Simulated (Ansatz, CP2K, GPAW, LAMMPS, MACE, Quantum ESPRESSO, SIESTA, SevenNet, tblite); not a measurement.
## Quantum ESPRESSO runs on 47In2O3-53ZnO (mol %) with crystalline order left by the classical run (65 atoms)

Aim: run 47In2O3-53ZnO (mol %) with crystalline order left by the classical run (65 atoms) in Quantum ESPRESSO and see how near its forces come to a plane-wave reference, and at what cost.

Program: Quantum ESPRESSO 7.5. Level of theory: the method is named at each step. Results are calculated unless marked as measured.

## Step 1: Set-up

The cell holds 65 atoms: 18 In, 10 Zn and 37 O. Its edges and angles: a = 9.441 Å, b = 9.441 Å, c = 9.441 Å, α = 90.0°, β = 90.0°, γ = 90.0°. 65 atoms (18 Sc, 10 Zn, 37 O) placed at random at 4.13 g/cm³, melted at 5000 K for 10 ps at fixed volume with the Morse and Coulomb pair potential with partial charges (Pedone, Malavasi, Menziani, Cormack and Segre, J. Phys. Chem. B 110, 11780 (2006)). Quenched from 5000 K to 300 K at 1000 K/ps and fixed volume, held 10 ps at zero pressure, then minimised at fixed cell. Then Sc was replaced by In and the cell scaled by 1.027 (the potential has no terms for the new elements, so the cell is a start for a DFT relaxation).

The yardstick, on the same geometry:

```
method                                           : Kohn-Sham DFT, PBE, PAW, plane waves (Ansatz 0.2.0); cutoff 420 eV, Γ point, fermi-dirac smearing of 0.05 eV; PAW set soft_2
r.m.s. force component                           : 0.2783 eV/Å
longest force                                    : 1.061 eV/Å
pressure                                         : 1.416 GPa
spacing of highest filled and lowest empty level : 0.2554 eV
SCF cycles                                       : 12
time                                             : 6.3 s on 8 threads of Arm Neoverse V2, shared host
CPU time                                         : 44 s
```

## Step 2: PBE, sssp-1.3.0-efficiency, 60/480 Ry

Method: Kohn-Sham DFT, PBE, SSSP efficiency 1.3.0 pseudopotentials, plane waves.

File pw.in:

```
&control
  calculation = 'scf'
  pseudo_dir = './pseudo'
  outdir = './tmp'
  disk_io = 'none'
  tprnfor = .true.
  tstress = .true.
/
&system
  ibrav = 0
  nat = 65
  ntyp = 3
  ecutwfc = 60
  ecutrho = 480
  nosym = .true.
  occupations = 'smearing'
  smearing = 'fd'
  degauss = 0.003675
/
&electrons
  conv_thr = 3.3e-07
  electron_maxstep = 100
  mixing_beta = 0.4
  mixing_mode = 'plain'
  diagonalization = 'david'
/
ATOMIC_SPECIES
In 114.818 In.upf
Zn 65.380 Zn.upf
O 15.999 O.upf
CELL_PARAMETERS angstrom
9.44060 0.00000 0.00000
0.00000 9.44060 0.00000
0.00000 0.00000 9.44060
ATOMIC_POSITIONS crystal
In 0.05954 0.67402 0.81369
In 0.25461 0.17209 0.32093
In 0.35469 0.78784 0.77280
In 0.73598 0.82878 0.66562
In 0.75670 0.16663 0.66219
In 0.35158 0.08602 0.93965
In 0.02646 0.67757 0.16158
In 0.02331 0.32224 0.84042
In 0.78980 0.49285 0.34886
In 0.75024 0.15892 0.99482
In 0.75068 0.83140 0.31490
In 0.09172 0.86953 0.50616
In 0.14683 0.50682 0.51740
In 0.80794 0.15794 0.33068
In 0.41256 0.42848 0.86382
In 0.39675 0.55713 0.21734
In 0.47120 0.34918 0.50541
In 0.75499 0.50588 0.00430
Zn 0.75358 0.50077 0.68450
Zn 0.04339 0.00037 0.13662
Zn 0.67776 0.84492 0.96781
Zn 0.06674 0.35897 0.17437
Zn 0.47881 0.01185 0.50075
Zn 0.51502 0.67112 0.48164
Zn 0.38162 0.86380 0.15971
Zn 0.20596 0.14434 0.65256
Zn 0.52938 0.30826 0.17772
Zn 0.00437 0.98627 0.83330
O 0.19341 0.71073 0.61952
O 0.46558 0.87744 0.95655
O 0.28436 0.35862 0.18762
O 0.27254 0.60304 0.86642
O 0.53031 0.17205 0.63939
O 0.24328 0.70661 0.17804
O 0.98294 0.84685 0.31479
O 0.34545 0.55603 0.43535
O 0.25757 0.00852 0.47781
O 0.51531 0.83100 0.62677
O 0.53216 0.48050 0.67921
O 0.48455 0.17507 0.34394
O 0.52881 0.79612 0.29969
O 0.74337 0.67030 0.84153
O 0.95565 0.83707 0.67982
O 0.97989 0.14845 0.98393
O 0.98805 0.15521 0.68522
O 0.75488 0.00431 0.16374
O 0.57143 0.46117 0.33125
O 0.76970 0.32005 0.16652
O 0.78069 0.33424 0.84064
O 0.74576 0.00105 0.82666
O 0.22789 0.97392 0.79174
O 0.02733 0.17421 0.28908
O 0.25082 0.27353 0.84095
O 0.24609 0.30286 0.51573
O 0.99368 0.49112 0.00711
O 0.52933 0.20390 0.99258
[... 5 atom lines left out ...]
O 0.99858 0.49304 0.69103
O 0.53032 0.50295 0.03833
O 0.77782 0.31653 0.49234
O 0.74489 0.66651 0.49619
K_POINTS gamma
```

Command:

```console
$ OMP_NUM_THREADS=1 mpirun -np 4 pw.x -in pw.in > output.txt
```

The program printed:

```text
Program PWSCF
     gamma-point specific algorithms are used
     one sub-group per band group will be used
     scalapack distributed-memory algorithm (size of sub-group:  2*  2 procs)
     Parallelization info
     sticks:   dense  smooth     PW     G-vecs:    dense   smooth      PW
     Min        3040    1517    378               252069    89138   11098
     Max        3042    1520    379               252072    89144   11101
     Sum       12165    6073   1513              1008281   356559   44395
     bravais-lattice index     =            0
     lattice parameter (alat)  =      17.8401  a.u.
     unit-cell volume          =    5678.0000 (a.u.)^3
     number of atoms/cell      =           65
     number of atomic types    =            3
     number of electrons       =       656.00
     number of Kohn-Sham states=          394
     kinetic-energy cutoff     =      60.0000  Ry
     charge density cutoff     =     480.0000  Ry
     scf convergence threshold =      3.3E-07
     mixing beta               =       0.4000
     number of iterations used =            8  plain     mixing
     Exchange-correlation= SLA  PW   PBX  PBC
                           (   1   4   3   4   0   0   0)
     crystal axes: (cart. coord. in units of alat)
               a(1) = (   1.000000   0.000000   0.000000 )
               a(2) = (   0.000000   1.000000   0.000000 )
               a(3) = (   0.000000   0.000000   1.000000 )
     reciprocal axes: (cart. coord. in units 2 pi/alat)
               b(1) = (  1.000000  0.000000  0.000000 )
               b(2) = (  0.000000  1.000000  0.000000 )
               b(3) = (  0.000000  0.000000  1.000000 )
     PseudoPot. # 1 for In:
     Pseudo is Ultrasoft + core correction, Zval = 13.0
     PseudoPot. # 2 for Zn:
     Pseudo is Ultrasoft, Zval = 20.0
     PseudoPot. # 3 for O :
     Pseudo is Projector augmented-wave + core cor, Zval =  6.0
     atomic species   valence    mass     pseudopotential
     In               13.00   114.81800     In( 1.00)
     Zn               20.00    65.38000     Zn( 1.00)
     O                 6.00    15.99900     O ( 1.00)
     No symmetry found
   Cartesian axes
     number of k points=     1  Fermi-Dirac smearing, width (Ry)=  0.0037
                       cart. coord. in units 2pi/alat
        k(    1) = (   0.0000000   0.0000000   0.0000000), wk =   2.0000000
     Dense  grid:   504141 G-vectors     FFT dimensions: ( 125, 125, 125)
     Smooth grid:   178280 G-vectors     FFT dimensions: (  90,  90,  90)
     Initial potential from superposition of free atoms
     starting charge     655.9316, renormalised to     656.0000
     Starting wfcs are  440 randomized atomic wfcs
     Self-consistent Calculation
     iteration #  1     ecut=    60.00 Ry     beta= 0.40
     total energy              =   -8759.60896528 Ry
     estimated scf accuracy    <      17.89861077 Ry
     iteration #  2     ecut=    60.00 Ry     beta= 0.40
     total energy              =   -8764.59989603 Ry
     estimated scf accuracy    <       2.43011255 Ry
     iteration #  3     ecut=    60.00 Ry     beta= 0.40
     total energy              =   -8765.11615612 Ry
     estimated scf accuracy    <       1.17241555 Ry
     iteration #  4     ecut=    60.00 Ry     beta= 0.40
     total energy              =   -8765.21597658 Ry
     estimated scf accuracy    <       0.27460498 Ry
     iteration #  5     ecut=    60.00 Ry     beta= 0.40
     total energy              =   -8765.24432673 Ry
     estimated scf accuracy    <       0.10399136 Ry
     iteration #  6     ecut=    60.00 Ry     beta= 0.40
     total energy              =   -8765.19651881 Ry
     estimated scf accuracy    <       0.61269449 Ry
[...]
total energy              =   -8765.25919166 Ry
[...]
iteration # 16     ecut=    60.00 Ry     beta= 0.40
     total energy              =   -8765.25919251 Ry
     estimated scf accuracy    <       0.00000908 Ry
     iteration # 17     ecut=    60.00 Ry     beta= 0.40
     total energy              =   -8765.25919363 Ry
     estimated scf accuracy    <       0.00000061 Ry
     iteration # 18     ecut=    60.00 Ry     beta= 0.40
     End of self-consistent calculation
          k = 0.0000 0.0000 0.0000 ( 22198 PWs)   bands (ev):
  -115.8656-115.5533-115.1895-115.0225-114.9972-114.9202-114.9062-114.8848
  -114.7285-114.6667 -70.1056 -70.0506 -70.0060 -69.7875 -69.7565 -69.6924
   -69.4124 -69.3801 -69.3508 -69.2414 -69.2319 -69.2162 -69.2020 -69.1793
   -69.1731 -69.1692 -69.1519 -69.1149 -69.1088 -69.0856 -69.0800 -69.0627
   -69.0463 -69.0455 -68.9596 -68.9173 -68.9059 -68.8880 -68.8501 -68.8410
    -9.5162  -9.3195  -9.1520  -9.0963  -9.0546  -8.9949  -8.9902  -8.9016
    -8.8624  -8.8423  -8.8211  -8.7716  -8.7558  -8.7245  -8.6980  -8.6875
    -8.6277  -8.5738  -8.5512  -8.5398  -8.5026  -8.4529  -8.3968  -8.3883
[...]
16.4613  16.5478  16.6681  16.6842  16.9012  16.9440  16.9842  17.0504
    17.1182  17.1969  17.2575  17.3604  17.4637  17.5490  17.6717  17.7157
    17.7871  17.8625  17.9429  17.9862  18.0545  18.1495  18.2175  18.2804
    18.3040  18.3336
     the Fermi energy is     8.7744 ev
!    total energy              =   -8765.25919365 Ry
     estimated scf accuracy    <       0.00000018 Ry
     smearing contrib. (-TS)   =      -0.00535156 Ry
     internal energy E=F+TS    =   -8765.25384210 Ry
     The total energy is F=E-TS. E is the sum of the following terms:
     one-electron contribution =   -5466.34392501 Ry
     hartree contribution      =    3190.53987836 Ry
     xc contribution           =   -1558.18818426 Ry
     ewald contribution        =   -4579.04903881 Ry
     one-center paw contrib.   =    -352.21257237 Ry
     convergence has been achieved in  18 iterations
     Forces acting on atoms (cartesian axes, Ry/au):
     atom    1 type  1   force =    -0.01842964   -0.01372406    0.01706503
     atom    2 type  1   force =     0.00686330    0.01029117   -0.00594246
     atom    3 type  1   force =     0.01908322   -0.01419974    0.01015074
     atom    4 type  1   force =     0.00826093   -0.00157525   -0.00382603
     atom    5 type  1   force =    -0.01302935    0.00877525   -0.01244762
     atom    6 type  1   force =     0.01160161    0.01834447    0.00704572
[...]
atom   63 type  3   force =    -0.00014879   -0.00238939   -0.00523998
     atom   64 type  3   force =     0.00086714    0.00920154    0.00152062
     atom   65 type  3   force =    -0.01803770   -0.00585083    0.01408191
     Total force =     0.152393     Total SCF correction =     0.002187
     Computing stress (Cartesian axis) and pressure
          total   stress  (Ry/bohr**3)                   (kbar)     P=       15.38
  -0.00006022  -0.00003068  -0.00004822           -8.86       -4.51       -7.09
  -0.00003068   0.00021299   0.00002355           -4.51       31.33        3.46
  -0.00004822   0.00002355   0.00016093           -7.09        3.46       23.67
     Message from routine punch:
     Nothing written, as per user request (disk_io='none')
```

It took 2.8 min on 4 MPI ranks of Arm Neoverse V2, shared host; peak memory 2.6 GiB; 11 min of CPU time.

Banners, paths, timers and routine set-up lines are dropped from the logs unmarked, and long logs keep their key lines alone; longer cuts are marked.

Numbers from this run, and their distance from the reference:

| Item | Value |
| --- | --- |
| r.m.s. force component | 0.2806 eV/Å |
| r.m.s. difference of force components | 14.12 meV/Å |
| longest difference of force vectors | 53.89 meV/Å |
| force difference over r.m.s. force | 5.073 % |
| slope of forces against the reference's | 1.007 |
| correlation of force components | 0.9988 |
| pressure | 1.538 GPa |
| pressure difference | 0.1224 GPa |

Length of the force difference by element (eV/Å):

| element | atoms | mean | most |
| --- | --- | --- | --- |
| In | 18 | 0.029 | 0.054 |
| O | 37 | 0.020 | 0.048 |
| Zn | 10 | 0.015 | 0.023 |

The surroundings of In16, which bears the longest force, nearest first, numbered as they follow in the input and with coordinates relative to it.

| atom | x | y | z | distance (Å) | bonds | Fx | Fy | Fz (eV/Å) |
| --- | --- | --- | --- | --- | --- | --- | --- | --- |
| In16 | 0.00 | 0.00 | 0.00 | 0.00 | 5 | -0.86 | 0.57 | -0.18 |
| O34 | -1.45 | 1.41 | -0.37 | 2.06 | 3 | 0.44 | 0.32 | -0.01 |
| O36 | -0.48 | -0.01 | 2.06 | 2.11 | 4 | 0.50 | 0.25 | 0.52 |
| O47 | 1.65 | -0.91 | 1.08 | 2.17 | 5 | 0.17 | -0.05 | -0.12 |
| O63 | 1.26 | -0.51 | -1.69 | 2.17 | 4 | 0.00 | -0.06 | -0.13 |
| O31 | -1.06 | -1.87 | -0.28 | 2.17 | 4 | -0.46 | -0.13 | -0.36 |
| Zn27 | 1.25 | -2.35 | -0.37 | 2.69 | 6 | 0.14 | -0.88 | -0.13 |
| O41 | 1.25 | 2.26 | 0.78 | 2.69 | 3 | -0.47 | 0.04 | -0.01 |
| Zn24 | 1.12 | 1.08 | 2.50 | 2.94 | 5 | -0.42 | -0.01 | 0.05 |
| Zn25 | -0.14 | 2.90 | -0.54 | 2.95 | 4 | -0.04 | -0.18 | 0.28 |

Forces lie 5.1 % from the reference's, at 15 times its CPU time (on 4 against 8 cores).

## Step 3: Summary of results

```yaml
force_difference_from_the_reference: QE PBE, sssp-1.3.0-efficiency, 60/480 Ry, 5.1 %
its_cpu_time: 11 min
```

In words: PBE on plane waves or a grid with other potentials, cutoffs or grids differs from the reference by 5.1 % (QE PBE, sssp-1.3.0-efficiency, 60/480 Ry) of the r.m.s. force; this holds the reference's own error, so differences of a few per cent don't tell which side is nearer the exact PBE result (QE's 60 Ry are 816 eV, against the reference's 420 eV). The potentials hold different valence shells: 576 electrons in the reference, 656 in Quantum ESPRESSO with SSSP; this bears on time and differences. The quench rate of 1000 K/ps is many orders above laboratory rates, so the cell is likely richer in defects and strain than a real sample. The network of bonds at the start is that of the classical potential that made the cell, and needn't be the one that DFT or experiment would give. The reference's stress is far from hydrostatic: its diagonal is -1.0, 3.0, 2.3 GPa, compression counted positive. The electronic-structure runs sample only Γ, in a cell whose shortest periodic width is 9 Å.

[Also dropped from logs without a mark: logging warnings of Python, and SIESTA's first energy breakdown and zero terms.]

[Logs are printed without paths, hosts, clocks, repeated set-up lines and the standing remarks that a program may print on its own settings, such as how far it seeks lower states.]

[Hosts, paths, dates, database ids (printed as entryN), source tags and the programs' standing remarks are cut or masked in the printed files.]
